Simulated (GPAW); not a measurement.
# SiO2 (Quartz, P3_121): the Si K absorption edge

What does one-electron theory with a core hole give for the Si K edge of SiO2 (Quartz, P3_121)?

Main program and level: GPAW 26.7.0; X-ray absorption from dipole matrix elements to empty bands, plane-wave PAW PBE.

## Step 1: Set-up

Symmetry: P3_121, No. 152, trigonal system. The conventional cell has a = 4.916 Å, b = 4.916 Å, c = 5.409 Å, α = 90.00°, β = 90.00°, γ = 120.00°. Nearest to Si lie 4 O at 1.61 Å. Nearest to O lie 2 Si at 1.61 Å. Farther neighbours and most contacts between anions are not listed.

Coordinates:

```xyz
9
Lattice="4.9158 0.0000 0.0000 -2.4579 4.2572 0.0000 0.0000 0.0000 5.4091" Properties=species:S:1:pos:R:3 pbc="T T T"
Si    1.1545    1.9996    0.0000
Si   -1.3034    2.2576    3.6061
Si    2.6068    0.0000    1.8030
O     3.5384    1.1409    2.4467
O     2.1585    2.4939    4.2497
O     1.6768    0.6224    0.6437
O    -0.7811    3.6348    2.9624
O     1.0805    3.1163    1.1594
O    -0.2994    1.7633    4.7654
```

## Step 2: The field without a hole

The ground state comes first: it tells whether the system has a gap, which decides how the excited electron is treated.

scf.py

```python
import numpy as np
from ase import Atoms
from ase.parallel import parprint, paropen
from gpaw import GPAW, PW, FermiDirac, Mixer, MixerDif, setup_paths
from gpaw.test import gen
setup_paths.insert(0, '.')
gen('Si', name='nch1s', xcname='PBE', corehole=(1, 0, 0), write_xml=True)

atoms = Atoms('Si3O6',
    cell=[[4.9158, 0, 0],
     [-2.4579, 4.25720768, 0],
     [0, 0, 5.4091]],
    scaled_positions=[[0.4697, 0.4697, 0],
     [0, 0.5303, 0.66666667],
     [0.5303, 0, 0.33333333],
     [0.8538, 0.268, 0.45233333],
     [0.732, 0.5858, 0.78566667],
     [0.4142, 0.1462, 0.119],
     [0.268, 0.8538, 0.54766667],
     [0.5858, 0.732, 0.21433333],
     [0.1462, 0.4142, 0.881]],
    pbc=True)
atoms.calc = calc = GPAW(legacy_gpaw=True, mode=PW(500), xc='PBE', setups={0: 'nch1s'},
    kpts={'size': (6, 6, 5), 'gamma': True}, occupations=FermiDirac(0.05),
    charge=0, mixer=Mixer(0.1, 5, 50), maxiter=150,
    convergence={'density': 0.0001}, txt='scf.txt')
energy = atoms.get_potential_energy() + calc.get_reference_energy()
ef = calc.get_fermi_level()
out = dict(energy=energy, fermi=ef, forces=atoms.get_forces().tolist())
parprint(f'all-electron energy {energy:.4f} eV, Fermi level {ef:.4f} eV')
ev = np.array([[calc.get_eigenvalues(k, s) for k in range(len(calc.get_ibz_k_points()))] for s in range(calc.get_number_of_spins())])
out['homo'], out['lumo'], out['counts'] = ev[ev < ef].max(), ev[ev > ef].min(), sorted(set((ev < ef).sum((0, 2)).tolist()))
out['filled'] = (ev[:, 0] < ef).sum(1).tolist()
import json
with paropen('out.json', 'w') as f:
    json.dump(out, f)
```

Run with:

```console
$ OMP_NUM_THREADS=1 python scf.py
```

Numbers of over 12 decimals in the logs are rounded to 6 here.

What it wrote:

```text
Input parameters:
  convergence: {density: 0.0001}
  kpts: {gamma: True,
         size: (6, 6, 5)}
  maxiter: 150
  mixer: {backend: pulay,
          beta: 0.1,
          method: separate,
          nmaxold: 5,
          weight: 50}
  mode: {ecut: 500.0,
         name: pw}
  occupations: {fixmagmom: False,
                name: fermi-dirac,
                width: 0.05}
  setups: {0: nch1s}
  xc: PBE

Initialize ...

[... PAW data sets ...]

Reference energy: -35904.146801  # eV

Spin-paired calculation

[... convergence settings ...]
Symmetries present (total): 2
  [... symmetry matrices ...]

180 k-points: 6 x 6 x 5 Monkhorst-Pack grid + [1/12,1/12,0.000000]
55 k-points in the irreducible part of the Brillouin zone
       k-points in crystal coordinates                weights
   0:     0.00000000    0.00000000    0.00000000          1/180
   1:     0.00000000    0.00000000    0.20000000          2/180
   2:     0.00000000    0.00000000    0.40000000          2/180
   3:     0.16666667   -0.16666667   -0.40000000          2/180
   4:     0.16666667   -0.16666667   -0.20000000          2/180
   5:     0.16666667   -0.16666667    0.00000000          2/180
   6:     0.16666667   -0.16666667    0.20000000          2/180
   7:     0.16666667   -0.16666667    0.40000000          2/180
   8:     0.16666667    0.00000000   -0.40000000          4/180
   9:     0.16666667    0.00000000   -0.20000000          4/180
          ...
  54:     0.50000000    0.50000000    0.40000000          2/180

Wave functions: Plane wave expansion
  Cutoff energy: 500.000 eV
  Number of coefficients (min, max): 2840, 2895
  Pulay-stress correction: 0.000000 eV/Ang^3 (de/decut=0.000000)
  Using FFTW library
  Wavefunction extrapolation:
    Improved wavefunction reuse through dual PAW basis

Occupation numbers: Fermi-Dirac:
  width: 0.0500  # eV

Eigensolver
   Davidson(niter=2)

Densities:
  Coarse grid: 27*27*28 grid
  Fine grid: 54*54*56 grid
  Total Charge: 0.000000

Density mixing:
  Method: separate
  Backend: pulay
  Linear mixing parameter: 0.1
  old densities: 5
  Width of damping distribution: 1.1
  Damping of long wavelength oscillations: 50

[... Hamiltonian set-up ...]
Number of atoms: 9
Number of atomic orbitals: 36
Number of bands in calculation: 33
Number of valence electrons: 48
Bands to converge: occupied

... initialized

Initializing position-dependent things.

Density initialized from atomic densities
Creating initial wave functions:
  33 bands from LCAO basis set

           O      O
         SiO

                    O
               O
                 Si
               Oi

Atomic positions and initial magnetic moments

Positions:
   0 Si     1.154476    1.999610    0.000000    ( 0.0000,  0.0000,  0.0000)
   1 Si    -1.303424    2.257597    3.606067    ( 0.0000,  0.0000,  0.0000)
   2 Si     2.606849    0.000000    1.803033    ( 0.0000,  0.0000,  0.0000)
   3 O      3.538393    1.140932    2.446716    ( 0.0000,  0.0000,  0.0000)
   4 O      2.158528    2.493872    4.249750    ( 0.0000,  0.0000,  0.0000)
   5 O      1.676779    0.622404    0.643683    ( 0.0000,  0.0000,  0.0000)
   6 O     -0.781121    3.634804    2.962384    ( 0.0000,  0.0000,  0.0000)
   7 O      1.080493    3.116276    1.159350    ( 0.0000,  0.0000,  0.0000)
   8 O     -0.299372    1.763335    4.765417    ( 0.0000,  0.0000,  0.0000)

Unit cell:
           periodic     x           y           z      points  spacing
  1. axis:    yes    4.915800    0.000000    0.000000    27     0.1577
  2. axis:    yes   -2.457900    4.257208    0.000000    27     0.1577
  3. axis:    yes    0.000000    0.000000    5.409100    28     0.1932

  Lengths:   4.915800   4.915800   5.409100
  Angles:   90.000000  90.000000 120.000000

Effective grid spacing dv^(1/3) = 0.1770

iter:   1   -76.688576
iter:   2   -72.974489   -1.24  -0.72
iter:   3   -68.729007   -0.82  -0.82
iter:   4   -68.868808   -2.01  -1.22
iter:   5   -68.940327   -2.25  -1.42
iter:   6   -68.937233   -3.05  -2.28
iter:   7   -68.932443c  -3.92  -2.26
iter:   8   -68.930386c  -3.54  -2.49
iter:   9   -68.930848c  -3.73  -2.79
iter:  10   -68.929141c  -4.46  -2.69
iter:  11   -68.929115c  -5.41  -3.48
iter:  12   -68.929114c  -7.14  -4.04c
iter:  13   -68.929113c  -8.08c -4.14c

Converged after 13 iterations.

Dipole moment: (0.000059, 0.000102, 0.000000) |e|*Ang

Energy contributions relative to reference atoms: (reference = -35904.146801)

Kinetic:        +79.032420
Potential:      -68.639267
External:        +0.000000
XC:             -79.353791
Entropy (-ST):   -0.000000
Local:           +0.031525
SIC:             +0.000000
--------------------------
Free energy:    -68.929113
Extrapolated:   -68.929113

Showing only first 2 kpts
 Kpt  Band  Eigenvalues  Occupancy
  0    22      1.08696    2.00000
  0    23      1.08704    2.00000
  0    24      7.40373    0.00000
  0    25     10.69141    0.00000

  1    22      1.12486    2.00000
  1    23      1.28285    2.00000
  1    24      7.80048    0.00000
  1    25     10.52644    0.00000

Fermi level: 2.57213

Gap: 6.006 eV
Transition (v -> c):
  (s=0, k=36, n=23, [0.33, 0.33, 0.00]) -> (s=0, k=0, n=24, [0.00, 0.00, 0.00])
Direct/indirect transitions are different
Direct gap: 6.317 eV
Transition at: (s=0, k=0, n=23, [0.00, 0.00, 0.00])

Forces in eV/Ang:
  0 Si    0.01766    0.03059    0.00000
  1 Si    0.01812   -0.02930    0.00078
  2 Si   -0.03444    0.00104   -0.00078
  3 O     0.55054   -0.00973   -0.29179
  4 O    -0.26727    0.48235   -0.28062
  5 O    -0.28489   -0.47349   -0.30232
  6 O    -0.28370    0.47192    0.29179
  7 O     0.55136    0.00972    0.28062
  8 O    -0.26761   -0.48347    0.30232
Scalar-relativistic atomic PBE calculation for Si (Silicon, Z=14)
Core hole in 1s state (1s occupation: 2.0)
450 radial gridpoints.
|------------------------------------------------|
|------------------------------------------------|
[... the atom generator's iteration count ...]

Energy contributions:
-------------------------
Kinetic:     +290.505138
XC:           -20.648327
Potential:   -559.674629
-------------------------
Total:       -289.817817

state      eigenvalue         ekin         rmax
-----------------------------------------------
1s^2.0 :   -65.623113    92.786473        0.073
2s^2.0 :    -5.126087    13.134468        0.455
2p^6.0 :    -3.511732    12.248328        0.388
3s^2.0 :    -0.397334     1.579131        1.789
3p^2.0 :    -0.149969     1.007513        2.155
-----------------------------------------------
(units: Bohr and Hartree)

Generating PAW setup
Kinetic energy of the core from tauc = 285.948705
Cutoffs:
rc(s)=2.000
rc(p)=2.000
rc(d)=2.000
rc(vbar)=1.800
rc(comp)=2.000
rc(nct)=2.000

Kinetic energy of the core states: 285.331851
Charge: 0.0
Core electrons: 10.0
Valence electrons: 4.0
Pseudo-core charge: 0.181389
Shape function alpha=2.500
Pseudo-electron charge 4.411452
state    eigenvalue         norm
--------------------------------
3s(2) :    -0.397334     1.109262
*s    :     0.602666
3p(2) :    -0.149969     1.005769
*p    :     0.850031
*d    :     0.000000
--------------------------------

Diagonalizing with gridspacing h=0.050

state   all-electron     PAW
-------------------------------
3s:      -0.397334    -0.397486
3p:      -0.149969    -0.150100
*d:                    0.031888
*f:                    0.068154
-------------------------------
all-electron energy -35973.0759 eV, Fermi level 2.5721 eV
```

Wall time 1.8 min (1 thread of Arm Neoverse V2, shared host); peak memory 0.32 GiB.

The mesh shows a gap of 6.01 eV, so the hole is first treated in a charged cell, without the excited electron.

## Step 3: Spectrum without a core hole, Si atom 1

This cheap baseline ignores the attraction of the hole: it shows the absorber's empty states as they are in the ground state. The data set with a hole of occupation 0 only carries the core orbital.

The absorber has 4 O at 1.61 Å (tetrahedral, site symmetry 2).

xas.py

```python
import numpy as np
from ase import Atoms
from ase.parallel import parprint, paropen
from gpaw import GPAW, PW, FermiDirac, Mixer, MixerDif, setup_paths
from gpaw.test import gen
setup_paths.insert(0, '.')
gen('Si', name='nch1s', xcname='PBE', corehole=(1, 0, 0), write_xml=True)

atoms = Atoms('Si3O6',
    cell=[[4.9158, 0, 0],
     [-2.4579, 4.25720768, 0],
     [0, 0, 5.4091]],
    scaled_positions=[[0.4697, 0.4697, 0],
     [0, 0.5303, 0.66666667],
     [0.5303, 0, 0.33333333],
     [0.8538, 0.268, 0.45233333],
     [0.732, 0.5858, 0.78566667],
     [0.4142, 0.1462, 0.119],
     [0.268, 0.8538, 0.54766667],
     [0.5858, 0.732, 0.21433333],
     [0.1462, 0.4142, 0.881]],
    pbc=True)
atoms.calc = calc = GPAW(legacy_gpaw=True, mode=PW(500), xc='PBE', setups={0: 'nch1s'},
    kpts={'size': (6, 6, 5), 'gamma': True}, occupations=FermiDirac(0.02),
    charge=0, mixer=Mixer(0.1, 5, 50), maxiter=150,
    convergence={'density': 0.0001}, txt='scf.txt')
energy = atoms.get_potential_energy() + calc.get_reference_energy()
ef = calc.get_fermi_level()
out = dict(energy=energy, fermi=ef, forces=atoms.get_forces().tolist())
parprint(f'all-electron energy {energy:.4f} eV, Fermi level {ef:.4f} eV')
ev = np.array([[calc.get_eigenvalues(k, s) for k in range(len(calc.get_ibz_k_points()))] for s in range(calc.get_number_of_spins())])
out['homo'], out['lumo'], out['counts'] = ev[ev < ef].max(), ev[ev > ef].min(), sorted(set((ev < ef).sum((0, 2)).tolist()))
out['filled'] = (ev[:, 0] < ef).sum(1).tolist()

from gpaw.xas import XAS
nb = int(calc.get_number_of_electrons() / 2) + 70
top, nb = nb, nb + 8 + nb // 12
nscf = calc.fixed_density(kpts={'size': (5, 5, 4), 'gamma': True}, nbands=nb,
    convergence={'bands': top, 'eigenstates': 1e-5}, maxiter=60, txt='nscf.txt')
cell = atoms.cell.array
ops = [cell.T @ U.T @ np.linalg.inv(cell.T) for U in nscf.wfs.kd.symmetry.op_scc]
filled = [24]  # bands filled in the ground state, by spin
E = np.arange(-25, 34, 0.1)
fwhm = np.interp(E, [4, 25], [0.9, 3.5])
Y, X, zero, highest = 0, 0, 1e9, 1e9
for spin in range(nscf.get_number_of_spins()):
    xas = XAS(nscf, mode='all', center=0, spin=spin)
    eps = xas.eps_kn
    d = xas.sigma_cmkn  # core-to-band dipole matrix elements, k weights included
    T = np.einsum('amkn,bmkn->abkn', d, d.conj()).real
    T = sum(np.einsum('ai,ijkn,bj->abkn', R, T, R) for R in ops) / len(ops)
    empty = np.ones_like(eps, bool) & (np.arange(nb) >= filled[spin])
    zero, highest = min(zero, eps[empty].min()), min(highest, eps[:, top - 1].min())
    lines = [(eps, T, empty)] if spin == 0 else lines + [(eps, T, empty)]
for eps, T, empty in lines:
    f = np.einsum('aakn->akn', T).reshape(3, -1)
    x = eps.ravel() - zero
    w = np.interp(x, E, fwhm) / 2.35482
    g = np.exp(-0.5 * ((E[:, None] - x) / w) ** 2) / (w * (2 * np.pi) ** 0.5)
    Y = Y + (f * empty.ravel()) @ g.T
    X = X + (f * ~empty.ravel()) @ g.T
out.update(E=E.round(2).tolist(), xas=Y.tolist(), xes=X.tolist(), zero=zero, valid=highest - zero, nk=len(eps), nb=nb)
for i in range(0, len(E), 10):
    parprint(f'{E[i]:7.2f}', *(f'{v:10.3e}' for v in Y[:, i]))
import json
with paropen('out.json', 'w') as f:
    json.dump(out, f)
```

Run with:

```console
$ OMP_NUM_THREADS=1 python xas.py
```

What it wrote:

```text
Input parameters:
  convergence: {density: 0.0001}
  kpts: {gamma: True,
         size: (6, 6, 5)}
  maxiter: 150
  mixer: {backend: pulay,
          beta: 0.1,
          method: separate,
          nmaxold: 5,
          weight: 50}
  mode: {ecut: 500.0,
         name: pw}
  occupations: {fixmagmom: False,
                name: fermi-dirac,
                width: 0.02}
  setups: {0: nch1s}
  xc: PBE

Initialize ...

[...]
*p    :     0.850031
*d    :     0.000000
--------------------------------

Diagonalizing with gridspacing h=0.050

state   all-electron     PAW
-------------------------------
3s:      -0.397334    -0.397486
3p:      -0.149969    -0.150100
*d:                    0.031888
*f:                    0.068154
-------------------------------
all-electron energy -35973.0759 eV, Fermi level 2.2721 eV
[...]
32.00  4.089e-06  3.739e-06  4.570e-06
  33.00  3.733e-06  3.463e-06  4.092e-06
[key lines of the parts left out:]
Converged after 13 iterations.
Dipole moment: (0.000059, 0.000102, 0.000000) |e|*Ang
Free energy:    -68.929113
Fermi level: 2.27213
```

Run time: 5 min. Hardware: 1 thread; peak memory 0.57 GiB.

The Si K spectrum, Si atom 1, no core hole (energy from the lowest empty level; intensity scaled to a mean of 1 over the first 20 eV; polarised curves are means over the symmetry-equivalent atoms):

```
E (eV)  isotropic  ε ⊥ c  ε ∥ c
  -2.0       0.00   0.00   0.00
  -1.4       0.00   0.00   0.00
  -0.8       0.00   0.00   0.00
  -0.2       0.00   0.00   0.00
   0.4       0.00   0.00   0.00
   1.0       0.01   0.01   0.01
   1.6       0.04   0.05   0.04
   2.2       0.14   0.15   0.14
   2.8       0.69   0.78   0.52
   3.4       1.83   1.91   1.66
   4.0       2.04   1.86   2.40
   4.6       1.88   1.87   1.90
   5.2       1.49   1.64   1.19
   5.8       1.41   1.55   1.13
   6.4       1.32   1.43   1.09
   7.0       0.95   0.91   1.04
   7.6       0.76   0.58   1.12
   8.2       0.90   0.73   1.24
   8.8       1.20   1.11   1.38
   9.4       1.36   1.33   1.40
  10.0       1.20   1.24   1.12
  10.6       1.03   1.14   0.81
  11.2       1.03   1.17   0.73
  11.8       1.05   1.17   0.80
  12.4       1.04   1.09   0.94
  13.0       1.02   0.99   1.08
  13.6       1.00   0.92   1.16
  14.2       0.98   0.89   1.15
  14.8       0.96   0.89   1.11
  15.4       0.95   0.90   1.06
  16.0       0.93   0.89   1.01
  16.6       0.90   0.87   0.97
  17.2       0.89   0.86   0.94
  17.8       0.91   0.89   0.95
  18.4       0.97   0.95   1.00
  19.0       1.05   1.04   1.07
  19.6       1.12   1.11   1.15
  20.2       1.18   1.17   1.21
  20.8       1.23   1.21   1.25
  21.4       1.26   1.25   1.28
  22.0       1.29   1.29   1.29
  22.6       1.30   1.31   1.28
  23.2       1.28   1.30   1.25
  23.8       1.25   1.27   1.21
  24.4       1.22   1.24   1.18
  25.0       1.20   1.22   1.15
  25.6       1.19   1.23   1.12
  26.2       1.19   1.24   1.10
  26.8       1.18   1.24   1.08
  27.4       1.16   1.21   1.06
  28.0       1.12   1.16   1.05
  28.6       1.06   1.08   1.03
  29.2       0.99   0.99   0.99
  29.8       0.91   0.89   0.95
  30.4       0.83   0.80   0.89
```

Main maxima below 24 eV (height): 3.9 eV (2.05), 9.4 eV (1.36) and 22.5 eV (1.30). A K edge sees empty p states on the absorber.

The same matrix elements for filled bands give the Si K emission of Si atom 1 (ground-state approximation; energy from the lowest empty level, largest value 1):

```
E (eV)  emission
-24.00      0.17
-23.25      0.37
-22.50      0.04
-21.75      0.00
-21.00      0.00
-20.25      0.00
-19.50      0.00
-18.75      0.00
-18.00      0.00
-17.25      0.00
-16.50      0.00
-15.75      0.00
-15.00      0.03
-14.25      0.08
-13.50      0.13
-12.75      0.19
-12.00      0.42
-11.25      0.99
-10.50      0.36
 -9.75      0.05
 -9.00      0.16
 -8.25      0.13
 -7.50      0.10
 -6.75      0.06
 -6.00      0.02
 -5.25      0.00
 -4.50      0.00
 -3.75      0.00
 -3.00      0.00
 -2.25      0.00
 -1.50      0.00
 -0.75      0.00
  0.00      0.00
  0.75      0.00
  1.50      0.00
  2.25      0.00
  3.00      0.00
```

Emission maxima: -23.4 eV (0.39), -11.2 eV (1.00) and -9.0 eV (0.16).

## Step 4: Cell without a hole, the energy reference

The photon energy needs a difference of total energies, so the cell and mesh of the coming hole run are first run without a hole.

This run holds the same structure in another cell (γ 120.0 → 60.0°).

scf.py: that of step 2 with these lines changed.

```diff
@@ -9,17 +9,17 @@
 atoms = Atoms('Si3O6',
-    cell=[[4.9158, 0, 0],
-     [-2.4579, 4.25720768, 0],
-     [0, 0, 5.4091]],
-    scaled_positions=[[0.4697, 0.4697, 0],
-     [0, 0.5303, 0.66666667],
-     [0.5303, 0, 0.33333333],
-     [0.8538, 0.268, 0.45233333],
-     [0.732, 0.5858, 0.78566667],
-     [0.4142, 0.1462, 0.119],
-     [0.268, 0.8538, 0.54766667],
-     [0.5858, 0.732, 0.21433333],
-     [0.1462, 0.4142, 0.881]],
+    cell=[[2.4579, -4.25720768, 0],
+     [-2.4579, -4.25720768, 0],
+     [0, 0, -5.4091]],
+    scaled_positions=[[0, 0.5303, 0],
+     [0.4697, 0, 0.33333333],
+     [0.5303, 0.4697, 0.66666667],
+     [0.5858, 0.1462, 0.54766667],
+     [0.1462, 0.268, 0.21433333],
+     [0.268, 0.5858, 0.881],
+     [0.4142, 0.732, 0.45233333],
+     [0.8538, 0.4142, 0.78566667],
+     [0.732, 0.8538, 0.119]],
     pbc=True)
 atoms.calc = calc = GPAW(legacy_gpaw=True, mode=PW(500), xc='PBE', setups={0: 'nch1s'},
-    kpts={'size': (6, 6, 5), 'gamma': True}, occupations=FermiDirac(0.05),
+    kpts={'size': (4, 4, 4), 'gamma': True}, occupations=FermiDirac(0.02),
     charge=0, mixer=Mixer(0.1, 5, 50), maxiter=150,
```

Run with:

```console
$ OMP_NUM_THREADS=1 python scf.py
```

What it wrote:

```text
Input parameters:
  convergence: {density: 0.0001}
  kpts: {gamma: True,
         size: (4, 4, 4)}
  maxiter: 150
  mixer: {backend: pulay,
          beta: 0.1,
          method: separate,
          nmaxold: 5,
          weight: 50}
  mode: {ecut: 500.0,
         name: pw}
  occupations: {fixmagmom: False,
                name: fermi-dirac,
                width: 0.02}
  setups: {0: nch1s}
  xc: PBE

Initialize ...

[...]
--------------------------------
3s(2) :    -0.397334     1.109262
*s    :     0.602666
3p(2) :    -0.149969     1.005769
*p    :     0.850031
*d    :     0.000000
--------------------------------

Diagonalizing with gridspacing h=0.050

state   all-electron     PAW
-------------------------------
3s:      -0.397334    -0.397486
3p:      -0.149969    -0.150100
*d:                    0.031888
*f:                    0.068154
-------------------------------
all-electron energy -35973.0835 eV, Fermi level 2.2662 eV
[key lines of the parts left out:]
Converged after 13 iterations.
Dipole moment: (-0.000021, -0.000036, 0.000000) |e|*Ang
Free energy:    -68.936662
Fermi level: 2.26618
```

It took 51 s on 1 thread; peak memory 0.24 GiB.

Reference energy: -35973.084 eV with the cores included.

(Part 1 of 2 ends here.)

[Banner, clock and machine lines of the logs are left out without a mark of their own.]

[Logs are printed without paths, hosts, clocks, repeated set-up lines and the standing remarks that a program may print on its own settings, such as how far it seeks lower states.]

[Hosts, paths, dates, database ids (printed as entryN), source tags and the programs' standing remarks are cut or masked in the printed files.]

[Lists of maxima count a maximum above −3 eV only where it reaches 4 % of the highest in the window and stands out from its surroundings by 2 % of it (1.5 % where it reaches 55 %); shoulders and weaker maxima are passed over, and of the rest the first, up to two pre-edge ones and the few strongest are named.]
